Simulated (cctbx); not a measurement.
# Interatomic vectors of Ho2CuSe4

Space group Fd-3m (no. 227, origin choice 1), a = 11.4990 Å, b = 11.4990 Å, c = 11.4990 Å, α = 90.00°, β = 90.00°, γ = 90.00°, content Ho16 Se32 Cu8.

The data are simulated with cctbx, not measured: Mo Kα, λ = 0.71073 Å, to d = 0.75 Å, 80 % of the full sphere, strongest reflection 40000 counts, noise from counting, a 4 % proportional error and a noise floor of 4 counts (s.d.); no absorption.

Patterson synthesis, origin scaled to 1000:

```text
Patterson group F m -3 m
      u       v       w   height  length (A)
  0.000   0.000   0.000   1000.0     0.00
  0.250   0.250   0.250    624.5     4.98
  0.000   0.000   0.247    606.1     2.83
  0.000   0.250   0.250    604.0     4.07
  0.000   0.000   0.500    256.6     5.75
  0.124   0.124   0.376    195.8     4.77
  0.127   0.127   0.127     70.9     2.53
  0.026   0.026   0.087     20.0     1.09
  0.053   0.053   0.053     14.5     1.05
  0.000   0.091   0.276     14.4     3.34
  0.000   0.032   0.157     14.1     1.84
  0.000   0.157   0.281     12.4     3.70
  0.091   0.229   0.271     12.3     4.21
  0.162   0.225   0.225     11.8     4.11
```

**Question.** Which atom pairs make the peaks, and where is the heaviest atom?

A peak at u stands for all pairs with xi − xj = u, with weight Σ ZiZj against Σ Z² = 115544 at the origin. Peak heights follow these weights only roughly, since form factors, motion and series ripples differ, all vectors within 0.55 Å of a peak are counted as merged into it though the farther ones add only part of their weight, and F(000) is left out, which lowers the whole map:

| u | v | w | shortest length (Å) | height | 1000 ΣZiZj/ΣZ² | pairs in the cell |
| --- | --- | --- | --- | --- | --- | --- |
| 0.250 | 0.250 | 0.250 | 4.98 | 624 | 660 | 32 × Ho–Se, 4 × Cu–Cu |
| 0.000 | 0.000 | 0.247 | 2.84 | 606 | 631 | 32 × Ho–Se |
| 0.000 | 0.250 | 0.250 | 4.07 | 604 | 631 | 32 × Se–Se, 8 × Ho–Ho |
| 0.000 | 0.000 | 0.500 | 5.75 | 257 | 320 | 32 × Se–Se |
| 0.124 | 0.124 | 0.376 | 4.77 | 196 | 203 | 8 × Ho–Cu, 8 × Se–Cu |
| 0.127 | 0.127 | 0.127 | 2.53 | 71 | 68 | 8 × Se–Cu |

The table stops at ten peaks or at a height of 45, below which ripples compete. In the model behind the data Ho, the heaviest element, has 1 independent site: (1/8, 5/8, 1/8), up to an allowed shift of origin; the Ho–Ho vectors are differences of these positions and their symmetry mates. The whole model:

```csv
atom,mult.,x,y,z,Ueq (Å²)
Ho1,16,1/8,5/8,1/8,0.0025
Se1,32,0.3710,0.8710,0.3710,0.0031
Cu1,8,1/2,0,1/2,0.0035
```

This is a model crystal, built by substitution and not relaxed, with assumed displacement parameters.

[Logs are printed without paths, hosts, clocks, repeated set-up lines and the standing remarks that a program may print on its own settings, such as how far it seeks lower states.]
